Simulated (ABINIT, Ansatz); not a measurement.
Entries from a set of simulations; values are calculated unless marked as measured.

```
! title: Quasiparticle gap of ZrSe3 (P2_1/m) in ABINIT
! method: RPA screening on PBEsol, plane waves, norm-conserving pseudopotentials (and 2 further levels or steps)
! program: ABINIT 10.8.3
! settings: cutoff 48 Ha, PseudoDojo scalar-relativistic 0.4 stringent, norm-conserving, ngkpt (2, 4, 1), nband 392, ecuteps 6.5 Ha, inclvkb 2, shiftk (0, 0, 0), symchi 1, awtr 1, frequency ppm, 2×4×1 k-mesh
! cost: 4 runs, 70 min in all on 16 MPI ranks of Arm Neoverse N1, shared host
! notes: The program’s warnings: nproc spkpt=  >= nkpt= * nsppol=. The cell and positions come from the Crystallography Open Database and are kept as given unless a step says otherwise. Limits: no spin-orbit coupling. The 2×4×1 mesh is coarse for this cell, which bears on the long-range parts of exchange and screening.
! PBEsol gap: 0.32 eV, indirect
! G0W0 gap on the mesh: 0.89 eV
! GW settings: 2×4×1 mesh, 392 bands, screening to 176.9 eV, Godby-Needs plasmon pole
! known limits: short of the basis limit; no spin-orbit coupling; coarse k mesh
CELL_PARAMETERS angstrom
5.41090 0.00000 0.00000
0.00000 3.74880 0.00000
-1.22942 0.00000 9.36363
ATOMIC_POSITIONS crystal
Zr 0.28500 0.25000 0.65600
Zr 0.71500 0.75000 0.34400
Se 0.76200 0.25000 0.55400
Se 0.23800 0.75000 0.44600
Se 0.45600 0.25000 0.17400
Se 0.54400 0.75000 0.82600
Se 0.88800 0.25000 0.16900
Se 0.11200 0.75000 0.83100
```

[Long decimals in the printed logs are rounded to 6 places.]

[Logs are printed without paths, hosts, clocks, repeated set-up lines and the standing remarks that a program may print on its own settings, such as how far it seeks lower states.]

[Paths, hosts, dates, memory and timing lines, banners, echoed tables and standing remarks are left out of the program output; an Ansatz launch command may be rebuilt from the run's recorded settings. Measured values are a selection of at most five: reports struck by readers or far from the other reports are left out. None is set beside runs whose start may be inverted or whose files or cutoffs have a known fault.]

[Runs of the session that timed out or met a known fault of the program may be left out.]

[Hosts, paths, dates, database ids (printed as entryN), source tags and the programs' standing remarks are cut or masked in the printed files.]

[G0W0 gaps are taken among the corrected bands and points alone; a level outside them can change the order at an edge.]

[Where Ansatz stands beside ABINIT at settings called matched, ABINIT's density can come from a denser mesh and the files from another edition; pairs whose starting gaps differed by over 0.03 eV were left out, so agreement reads better than it is.]
